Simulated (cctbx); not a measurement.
# Reading a Patterson map

Space group Pnma (no. 62), a = 7.5210 Å, b = 4.4650 Å, c = 8.6480 Å, α = 90.00°, β = 90.00°, γ = 90.00°, content Sn4 Y4 Ga4.

Simulated single-crystal data (cctbx): Mo Kα, λ = 0.71073 Å, to d = 0.77 Å, 70 % of the full sphere, strongest reflection 40000 counts, noise from counting, a 2 % proportional error and a noise floor of 2 counts (s.d.); no absorption.

Patterson synthesis, origin scaled to 1000:

```text
Patterson group P m m m
      u       v       w   height  length (A)
  0.000   0.000   0.000   1000.0     0.00
  0.305   0.500   0.107    276.9     3.33
  0.234   0.500   0.500    263.2     5.18
  0.500   0.000   0.377    262.8     4.98
  0.174   0.500   0.248    215.9     3.36
  0.106   0.000   0.366    210.1     3.26
  0.410   0.000   0.239    186.0     3.71
  0.410   0.500   0.500    183.2     5.76
  0.000   0.500   0.500    135.0     4.87
  0.374   0.000   0.060    134.5     2.86
  0.500   0.000   0.149    133.0     3.97
  0.274   0.000   0.446     87.5     4.37
  0.500   0.500   0.244     58.3     4.86
  0.071   0.500   0.351     54.1     3.81
```

Q: Assign the vectors.

A peak at u stands for all pairs with xi − xj = u, with weight Σ ZiZj against Σ Z² = 19928 at the origin. Peak heights follow these weights only roughly, since form factors, motion and series ripples differ, all vectors within 0.55 Å of a peak are counted as merged into it though the farther ones add only part of their weight, and F(000) is left out, which lowers the whole map:

| u | v | w | shortest length (Å) | height | 1000 ΣZiZj/ΣZ² | pairs in the cell |
| --- | --- | --- | --- | --- | --- | --- |
| 0.305 | 0.500 | 0.107 | 3.33 | 277 | 442 | 2 × Sn–Y, 1 × Sn–Sn, 2 × Y–Ga |
| 0.234 | 0.500 | 0.500 | 5.17 | 263 | 251 | 2 × Sn–Sn |
| 0.500 | 0.000 | 0.377 | 4.98 | 263 | 251 | 2 × Sn–Sn |
| 0.174 | 0.500 | 0.248 | 3.36 | 216 | 317 | 2 × Sn–Y, 2 × Y–Ga |
| 0.106 | 0.000 | 0.366 | 3.26 | 210 | 351 | 2 × Sn–Y, 2 × Sn–Ga |
| 0.410 | 0.000 | 0.239 | 3.71 | 186 | 196 | 2 × Sn–Y |
| 0.410 | 0.500 | 0.500 | 5.76 | 183 | 464 | 4 × Sn–Ga, 2 × Y–Y |
| 0.000 | 0.500 | 0.500 | 4.87 | 135 | 193 | 4 × Ga–Ga |
| 0.374 | 0.000 | 0.060 | 2.86 | 134 | 156 | 2 × Sn–Ga |
| 0.500 | 0.000 | 0.149 | 3.98 | 133 | 153 | 2 × Y–Y |

The table stops at ten peaks or at a height of 45, below which ripples compete. In the model behind the data Sn, the heaviest element, has 1 independent site: (0.8669, 1/4, 0.9390), up to an allowed shift of origin; the Sn–Sn vectors are differences of these positions and their symmetry mates. The whole model:

| atom | mult. | x | y | z | Ueq (Å²) |
| --- | --- | --- | --- | --- | --- |
| Sn1 | 4 | 0.8669 | 1/4 | 0.9390 | 0.0184 |
| Y1 | 4 | 0.0367 | 3/4 | 0.6772 | 0.0225 |
| Ga1 | 4 | 0.7417 | 1/4 | 0.6194 | 0.0270 |

The model is made up (kin elements in a known structure type, no relaxation), so it says nothing on whether the phase exists.

[Logs are printed without paths, hosts, clocks, repeated set-up lines and the standing remarks that a program may print on its own settings, such as how far it seeks lower states.]
